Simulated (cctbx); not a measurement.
# A disordered crystal of nominal P4O3

Cell a = 9.9210 Å, b = 8.8560 Å, c = 6.1800 Å, α = 90.00°, β = 90.00°, γ = 90.00°; space group Pnma (no. 62); nominal formula P4O3.

The data are simulated with cctbx, not measured: Mo Kα, λ = 0.71073 Å, to d = 0.65 Å, 50 % of the full sphere, strongest reflection 20000 counts, noise from counting, a 1.5 % proportional error and a noise floor of 2 counts (s.d.); no absorption.

With every site full:

```text
Rint 0.023, 1070 unique reflections to 0.65 A
cycle     R1     wR2    GooF  max shift (A)
   1  0.1264  0.2622  10.096   0.00064
   2  0.0144  0.0331   1.275   0.00000
final R1 0.0144 wR2 0.0331 GooF 1.275  parameters 36  data/parameter 29.7
atom        x        y        z      Ueq    occ   su(xyz)  su(Uiso or U11)
P1     0.92731  0.63928  0.75262   0.0088  1.000  0.00003  0.0001
P2     0.93794  0.25000  0.41433   0.0085  1.000  0.00004  0.0001
P3     0.18987  0.25000  0.66137   0.0096  1.000  0.00004  0.0001
O1     0.50305  0.25000  0.80167   0.0127  1.000  0.00013  0.0003
O2     0.70585  0.41458  0.03943   0.0088  1.000  0.00008  0.0002
difference map: max 0.22 min -0.63 rms 0.06
Q1    0.0319  0.7500  0.6548    4    0.22  0.52 A from P2
Q2    0.0880  0.5210  0.2287    8    0.17  1.43 A from P1
Q3    0.0989  0.7500  0.5265    4    0.17  0.52 A from P2
Q4    0.1975  0.7500  0.5128    4    0.16  1.42 A from P2
Q5    0.0230  0.1357  0.8808    8    0.16  1.53 A from O1
Q6    0.1448  0.1318  0.2171    8    0.16  0.74 A from P1
```

With the occupancies of the suspect sites free, each still typed as its main element:

```text
Rint 0.023, 1070 unique reflections to 0.65 A
cycle     R1     wR2    GooF  max shift (A)
   1  0.0405  0.0894   3.445   0.00014
  10  0.0109  0.0236   0.910   0.00001
final R1 0.0108 wR2 0.0236 GooF 0.908  parameters 37  data/parameter 28.9
atom        x        y        z      Ueq    occ   su(xyz)  su(Uiso or U11)
P1     0.92731  0.63928  0.75262   0.0090  1.000  0.00002  0.0001
P2     0.93796  0.25000  0.41432   0.0087  1.000  0.00003  0.0001
P3     0.18988  0.25000  0.66136   0.0097  1.000  0.00003  0.0001
O1     0.50302  0.25000  0.80165   0.0091  0.908  0.00009  0.0003
O2     0.70583  0.41461  0.03945   0.0090  1.000  0.00006  0.0002
su of occupancy O1: 0.003
difference map: max 0.16 min -0.20 rms 0.04
Q1    0.2586  0.2500  0.4626    4    0.16  1.40 A from P3
Q2    0.1548  0.1351  0.2007    8    0.16  0.86 A from P1
Q3    0.0882  0.5221  0.2288    8    0.15  1.44 A from P1
Q4    0.2041  0.2500  0.2176    4    0.14  1.64 A from P1
Q5    0.0282  0.7500  0.6630    4    0.14  0.58 A from P2
Q6    0.0232  0.1375  0.8853    8    0.14  1.54 A from O1
```

**Question.** What is the disorder?

X-rays count electrons. O1 refines to 0.908(0.003), or 7.3 electrons; the site truly holds 0.9 O, 7.2 electrons, which is 0.900 of O. A value under 1 can't tell vacancies from a lighter guest, and one over 1 needs a heavier guest; chemistry or a second radiation must settle which. Occupancy correlates with U and the scale, so the match is approximate.

Freeing them takes R1 from 0.0144 to 0.0108 and GooF from 1.27 to 0.91.

The model is made up (kin elements in a known structure type, no relaxation), so it says nothing on whether the phase exists.

[Middle refinement cycles are left out of these outputs.]

[Logs are printed without paths, hosts, clocks, repeated set-up lines and the standing remarks that a program may print on its own settings, such as how far it seeks lower states.]
